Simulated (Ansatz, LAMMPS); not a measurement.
# Molecular dynamics of a frame of liquid Si0.8Ge0.2 from 3100 K, run at 400 K (114 atoms)

Wanted: a short trajectory of a frame of liquid Si0.8Ge0.2 from 3100 K, run at 400 K (114 atoms) with its pair distributions.

Method: Kohn-Sham DFT, LDA, PAW (set soft_2), plane waves, in Ansatz 0.2.0.

## Step 1: Set-up

The cell holds 114 atoms: 91 Si and 23 Ge. Its edges and angles: a = 13.435 Å, b = 13.435 Å, c = 13.435 Å, α = 90.0°, β = 90.0°, γ = 90.0°. 114 atoms (91 Si, 23 Ge) placed at random at 2.89 g/cm³, melted at 3500 K for 10 ps at fixed volume with the Tersoff potential (Tersoff, Phys. Rev. B 39, 5566 (1989)). Snapshot at the end of a hold of 5 ps at 3100 K and fixed volume.

Limits known from the start: The starting topology of bonds comes from the classical model. The cell was made at 3100 K but the dynamics is set to 400 K: the trajectory isn't one at 3100 K. Sampling is at Γ alone, for a cell whose shortest periodic width is 13 Å.

## Step 2: Dynamics started at 400 K

A Nosé–Hoover thermostat steers the temperature while disturbing the dynamics little. The time step is 2.0 fs.

input.yaml reads:

```yaml
crystal:
  lattice:
    - [13.4349, 0.0, 0.0]
    - [0.0, 13.4349, 0.0]
    - [0.0, 0.0, 13.4349]
  atoms:
    - { symbol: Si, position: [0.73101, 0.72811, 0.47044] }
    - { symbol: Si, position: [0.67205, 0.03705, 0.97908] }
    - { symbol: Si, position: [0.96602, 0.60209, 0.62916] }
    - { symbol: Si, position: [0.13313, 0.50769, 0.23009] }
    [... 104 atom lines left out ...]
    - { symbol: Ge, position: [0.60701, 0.75685, 0.34068] }
    - { symbol: Ge, position: [0.78552, 0.88709, 0.1855] }
    - { symbol: Ge, position: [0.14367, 0.09459, 0.72109] }
    - { symbol: Ge, position: [0.09661, 0.38085, 0.37134] }
    - { symbol: Ge, position: [0.09552, 0.29913, 0.55346] }
    - { symbol: Ge, position: [0.52474, 0.52697, 0.3902] }
kpoints:
  mp_grid: { grid: [1, 1, 1] }
hamiltonian:
  xc: lda
scf:
  occupations: { method: gaussian, width: 0.025 }
output:
  forces: true
  stress: true
md:
  timestep: 2.0
  n_steps: 48
  ensemble: nvt_nose_hoover
  temperature: 400
  initial_velocities: maxwell_boltzmann
  seed: 7790
```

Launch:

```sh
ansatz run input.yaml --threads 4 --pin off --max-ram 8192MiB --backend cpu --events-out ev --progress --plain --runs-dir out
```

The job ended after 20 min (4 threads of Arm Neoverse V1, shared host; peak memory 3.2 GiB).

The program notes that the SCF threshold is loose for the stress and it switched symmetry off.

Rows from the run:

```tsv
time (fs)	T (K)	potential (meV/atom)	conserved (meV/atom)
0.0	400	0.0	0.00
6.0	514	-14.7	-0.11
12.0	744	-44.5	-0.25
20.0	973	-75.5	-0.28
26.0	1026	-85.0	-0.26
32.0	995	-85.1	-0.24
38.0	916	-79.6	-0.22
44.0	831	-72.8	-0.20
52.0	760	-68.2	-0.18
58.0	761	-71.0	-0.19
64.0	798	-78.4	-0.21
70.0	844	-87.1	-0.24
76.0	872	-93.9	-0.26
84.0	868	-98.2	-0.23
90.0	865	-101.9	-0.23
96.0	873	-107.2	-0.25
```

Mean square displacement from the first frame to the last: Si 0.23 Å², Ge 0.18 Å².

Mean square displacement against time lag:

```tsv
time lag (fs)	Ge (Å²)	Si (Å²)
2.0	1.2e-4	2.9e-4
4.0	4.6e-4	0.00117
6.0	0.00105	0.00263
8.0	0.00187	0.00466
10.0	0.00292	0.00727
12.0	0.00421	0.0104
14.0	0.00573	0.0141
16.0	0.00748	0.0183
18.0	0.00945	0.0229
20.0	0.0116	0.0280
22.0	0.0140	0.0334
24.0	0.0166	0.0391
26.0	0.0194	0.0452
28.0	0.0224	0.0514
30.0	0.0256	0.0579
32.0	0.0289	0.0645
34.0	0.0324	0.0712
36.0	0.0360	0.0779
38.0	0.0398	0.0846
40.0	0.0437	0.0913
42.0	0.0478	0.0980
44.0	0.0520	0.105
46.0	0.0563	0.111
48.0	0.0607	0.117
```

Over the second half of 96 fs the temperature averages 828 K, rising from about 765 to 868 K (means over the first and last quarter of that half). The conserved energy stays within 0.29 meV/atom. From first frame to last Si has the largest mean square displacement, 0.23 Å² at the end; the farthest move is 0.99 Å. The mean temperature of 828 K lies well off the 400 K of the input, so the thermostat hasn't yet brought the run to equilibrium. The count of bonds goes from 267 in the first frame to 265 in the last, by one set of cutoffs: 26 pairs passed out of them and 24 came within. The run spans 0.10 ps, too short for its means to be equilibrium values.

## Step 3: Structure statistics late in the run

The g(r) is a mean over the second half; what follows it is taken at the last frame.

Density 2.89 g/cm³, 21.27 Å³ an atom.

Mean of 14 frames. g(r), total and by pair (bins of 0.2 Å):

```tsv
r (Å)	total	Si-Si	Si-Ge	Ge-Ge
2.00	0.01	0.02	0.00	0.00
2.20	0.59	0.80	0.25	0.00
2.40	2.65	2.89	2.30	1.54
2.60	1.88	1.79	1.98	2.49
2.80	0.77	0.65	1.06	0.34
3.00	0.48	0.37	0.71	0.45
3.20	0.63	0.60	0.76	0.23
3.40	0.92	0.89	0.95	1.11
3.60	1.00	1.01	0.97	1.07
3.80	1.19	1.24	1.15	0.79
4.00	1.14	1.20	1.05	0.97
4.20	1.27	1.36	1.13	0.94
4.40	1.02	0.99	1.03	1.41
4.60	1.08	1.03	1.15	1.34
4.80	1.02	0.87	1.31	1.08
5.00	0.78	0.73	0.91	0.69
5.20	0.84	0.84	0.88	0.51
5.40	0.86	0.88	0.88	0.42
5.60	1.06	1.03	1.11	0.88
5.80	1.07	1.04	1.15	0.92
6.00	0.97	1.00	0.91	1.02
6.20	1.10	1.10	1.10	0.93
6.40	1.03	1.00	1.13	0.74
6.60	0.97	0.98	0.98	0.86
```

Bonds by pair of elements; cutoffs follow the first minimum of g(r), held within bounds set by covalent radii, and pairs that aren't listed don't count as bonded:

```tsv
pair A-B	cutoff (Å)	bonds	mean length (Å)	spread (Å)	shortest (Å)	B about A	A about B
Si-Si	2.98	167	2.50	0.179	2.18	3.67	3.67
Si-Ge	3.08	91	2.62	0.215	2.26	1	3.96
Ge-Ge	2.88	7	2.59	0.104	2.41	0.609	0.609
```

How many atoms have how many bonded neighbours:

```tsv
element	mean	3	4	5	6	7
Ge	4.57	1	11	8	3	0
Si	4.67	4	33	44	9	1
```

Bond angles, per cent of each kind in bins of 5°:

```tsv
angle (°)	Si-Si-Si	Ge-Si-Si	Si-Ge-Si	Ge-Ge-Si	Ge-Si-Ge
45–50	0.6	0.0	3.5	2.1	0.0
50–55	2.6	3.0	2.8	4.3	2.3
55–60	4.2	1.1	2.1	4.3	7.0
60–65	3.2	2.3	1.4	2.1	2.3
65–70	2.8	2.3	0.7	2.1	2.3
70–75	1.8	1.5	3.5	8.5	2.3
75–80	3.8	5.3	2.8	10.6	4.7
80–85	3.4	6.1	10.3	2.1	4.7
85–90	7.2	6.5	3.5	0.0	7.0
90–95	6.6	8.8	6.2	10.6	9.3
95–100	9.8	8.8	6.9	10.6	7.0
100–105	8.0	7.2	7.6	0.0	14.0
105–110	6.2	8.0	6.9	12.8	2.3
110–115	7.4	6.1	9.7	0.0	9.3
115–120	7.0	1.1	4.8	2.1	4.7
120–125	5.2	6.5	4.8	4.3	11.6
125–130	3.4	5.3	7.6	4.3	0.0
130–135	4.2	3.0	0.7	2.1	2.3
135–140	3.8	7.2	4.8	4.3	2.3
140–145	2.0	2.7	2.8	4.3	0.0
145–150	2.4	1.5	0.7	0.0	0.0
150–155	1.0	1.1	2.8	2.1	2.3
155–160	1.4	2.3	0.7	2.1	0.0
160–165	1.0	1.1	0.7	0.0	2.3
165–170	0.4	0.8	1.4	0.0	0.0
170–175	0.6	0.0	0.0	2.1	0.0
175–180	0.2	0.0	0.7	2.1	0.0
```

Bond angles (no mean is given where the spread exceeds 20°):

```tsv
angle	count	mean (°)	spread (°)
Si-Si-Si	501	-	-
Ge-Si-Si	262	-	-
Si-Ge-Si	145	-	-
Ge-Ge-Si	47	-	-
Ge-Si-Ge	43	-	-
```

Bond length by coordination (bonds to H left out):

```tsv
element	coordination	atoms	mean bond length (Å)
Ge	3	1	2.46
Ge	4	11	2.57
Ge	5	8	2.66
Ge	6	3	2.69
Si	3	4	2.40
Si	4	33	2.47
Si	5	44	2.56
Si	6	9	2.56
Si	7	1	2.60
```

For some of the pairs, g(r) has its first main peak near 2.4 Å (Si-Si), 2.5 Å (Si-Ge) and 2.5 Å (Ge-Ge). By these cutoffs 48 % of Ge atoms have 4 and 48 % of Si atoms have 5 bonded neighbours.

## Step 4: Single point at the last frame

The last frame is solved again with fuller output, to read the electronic structure of a thermally displaced geometry.

input.yaml reads:

```yaml
crystal:
  lattice:
    - [13.4349, 0.0, 0.0]
    - [0.0, 13.4349, 0.0]
    - [0.0, 0.0, 13.4349]
  atoms:
    - { symbol: Si, position: [0.7524, 0.72656, 0.49109] }
    - { symbol: Si, position: [0.67896, 0.04223, 0.00248] }
    - { symbol: Si, position: [0.95098, 0.60259, 0.63009] }
    - { symbol: Si, position: [0.13001, 0.51911, 0.23153] }
    [... 104 atom lines left out ...]
    - { symbol: Ge, position: [0.63608, 0.74992, 0.34898] }
    - { symbol: Ge, position: [0.78737, 0.88099, 0.16968] }
    - { symbol: Ge, position: [0.1433, 0.07858, 0.72958] }
    - { symbol: Ge, position: [0.05677, 0.41064, 0.34233] }
    - { symbol: Ge, position: [0.10683, 0.31493, 0.53182] }
    - { symbol: Ge, position: [0.48672, 0.5428, 0.38156] }
kpoints:
  mp_grid: { grid: [1, 1, 1] }
hamiltonian:
  xc: lda
scf:
  occupations: { method: gaussian, width: 0.025 }
output:
  forces: true
  stress: true
  populations: true
  dos:
    method: { smearing: { sigma: 0.15 } }
    de: 0.1
    projected: { site_lists: { Ge: [Ge], Si: [Si] } }
  eigenvalues: true
  write_density: true
  write_potential: true
  volumetric_format: npy
  elf: true
```

Run time: 71 s. Hardware: 4 threads; peak memory 2.9 GiB.

Read from the output:

* free energy: -152287.3351 eV
* free energy per atom: -1335.8538 eV/atom
* SCF cycles: 12
* pressure: -4.484 GPa
* r.m.s. force component: 0.6453 eV/Å
* longest force: 2.173 eV/Å
* Fermi energy: 6.291 eV
* levels partly filled by over 2 per cent: 2
* spilling of the projection: 0.008428

Neighbours are counted within 2.98 Å (Si-Si), 3.08 Å (Si-Ge), 2.88 Å (Ge-Ge), the cutoffs taken from the dynamics.

Length of the force by element and coordination:

```tsv
element	coordination	atoms	mean length of the force (eV/Å)	spread	least	most
Ge	all	23	0.803	0.363	0.191	1.68
Ge	3	1	0.444	0	0.444	0.444
Ge	4	11	0.842	0.308	0.394	1.30
Ge	5	8	0.762	0.426	0.191	1.68
Ge	6	3	0.891	0.34	0.582	1.36
Si	all	91	1.05	0.519	0.187	2.17
Si	3	4	1.69	0.364	1.10	2.11
Si	4	33	1.06	0.529	0.305	2.17
Si	5	44	0.997	0.478	0.187	2.13
Si	6	9	1.05	0.539	0.327	1.98
Si	7	1	0.509	0	0.509	0.509
```

Löwdin charges by element and coordination (they lack the spilled electrons, 0.051 e an atom on average):

```tsv
element	coordination	atoms	mean charge (e)	spread	least	most
Ge	all	23	-0.0255	0.0355	-0.0954	0.0257
Ge	3	1	0.0137	0	0.0137	0.0137
Ge	4	11	-0.0266	0.0327	-0.0954	0.0171
Ge	5	8	-0.0271	0.0367	-0.0735	0.0257
Ge	6	3	-0.0303	0.0402	-0.0869	0.0023
Si	all	91	0.07	0.0355	-0.0219	0.171
Si	3	4	0.0568	0.0177	0.0423	0.0859
Si	4	33	0.0632	0.0296	0.0034	0.109
Si	5	44	0.0696	0.0367	-0.0219	0.146
Si	6	9	0.0942	0.0353	0.0459	0.171
Si	7	1	0.149	0	0.149	0.149
```

States in the cell by windows of 0.5 eV, zero at the Fermi level; the larger projections on atomic orbitals stand beside the total:

```tsv
from (eV)	to (eV)	total	Si p	Si s	Ge p	Ge s
-10	-9.5	14.7	4.1	7.1	0.9	2.5
-9.5	-9	16.2	4.8	7.8	1.0	2.5
-9	-8.5	20.3	6.2	9.4	1.4	3.2
-8.5	-8	16.4	5.4	7.4	1.1	2.4
-8	-7.5	15.7	5.2	7.2	1.3	2.0
-7.5	-7	13.2	4.7	5.6	1.0	1.8
-7	-6.5	14.1	5.4	5.9	1.2	1.6
-6.5	-6	13.9	5.6	5.9	1.2	1.2
-6	-5.5	16.3	7.0	6.3	1.6	1.3
-5.5	-5	17.2	8.1	6.0	1.7	1.2
-5	-4.5	16.4	9.5	4.0	2.0	0.8
-4.5	-4	19.1	12.7	2.6	3.0	0.6
-4	-3.5	28.1	19.7	3.0	4.6	0.6
-3.5	-3	28.1	20.0	2.7	4.5	0.6
-3	-2.5	27.6	19.6	2.5	4.6	0.6
-2.5	-2	27.6	18.9	2.7	4.9	0.7
-2	-1.5	28.9	19.3	2.8	5.5	0.7
-1.5	-1	24.4	16.0	2.4	4.5	0.8
-1	-0.5	26.1	16.6	3.1	4.7	0.8
-0.5	0	22.0	13.6	2.9	4.0	0.7
0	0.5	22.5	13.5	3.1	4.0	0.7
0.5	1	24.0	14.0	3.5	4.2	0.8
1	1.5	28.0	16.3	4.0	4.6	0.9
1.5	2	33.7	19.3	5.0	5.0	1.0
2	2.5	31.2	17.8	4.1	4.5	0.9
2.5	3	34.2	18.8	4.3	5.1	0.8
```

Between -26 and -10 eV lie 280 more states.

The levels nearest the highest filled one (over half full), pooled over k-points and spins:

```tsv
level less the highest filled one (eV)	occupation
-0.245	2
-0.229	2
-0.186	2
-0.133	2
-0.0969	2
0	1.12
0.0055	0.876
0.0759	0
0.113	0
0.144	0
0.207	0
0.246	0
```

Mean Löwdin charges: Ge -0.03, Si +0.07 e (they miss 0.84 % of the electrons, so they add up to more than the cell's charge). Charges this small depend on the projection, at times even in sign. Within 0.4 eV of the Fermi level the largest share is Si p (64 % of the projected weight).

## Step 5: Results

```
mean temperature, second half                                : 828.3 K
temperature swing, second half                               : 45.98 K
mean pressure, second half                                   : -3.684 GPa
slope of the conserved energy against time, by least squares : -0.6675 meV/atom/ps
free energy per atom                                         : -1335.8538 eV/atom
pressure                                                     : -4.484 GPa
r.m.s. force component                                       : 0.6453 eV/Å
wall time of the 2 DFT runs                                  : 21 min
```

**Reading.** Over the second half of 96 fs the temperature averages 828 K, rising from about 765 to 868 K (means over the first and last quarter of that half). The conserved energy stays within 0.29 meV/atom. The mean temperature of 828 K lies well off the 400 K of the input, so the thermostat hasn't yet brought the run to equilibrium. The count of bonds goes from 267 in the first frame to 265 in the last, by one set of cutoffs: 26 pairs passed out of them and 24 came within. The run spans 0.10 ps, too short for its means to be equilibrium values. With the cutoffs above, 48 % of Ge atoms have 4 and 48 % of Si atoms have 5 bonded neighbours. 2 levels are partly filled, by over 2 % (at Γ alone): no clear gap opens at this level.

**Limits.** The starting topology of bonds comes from the classical model; in DFT 26 of its 267 bonded pairs passed out of the cutoffs and 24 came within them. The pressure of -4.5 GPa is that of one thermal frame at a volume set beforehand, without the kinetic term.

[Logs are printed without paths, hosts, clocks, repeated set-up lines and the standing remarks that a program may print on its own settings, such as how far it seeks lower states.]

[Hosts, paths, dates, database ids (printed as entryN), source tags and the programs' standing remarks are cut or masked in the printed files.]
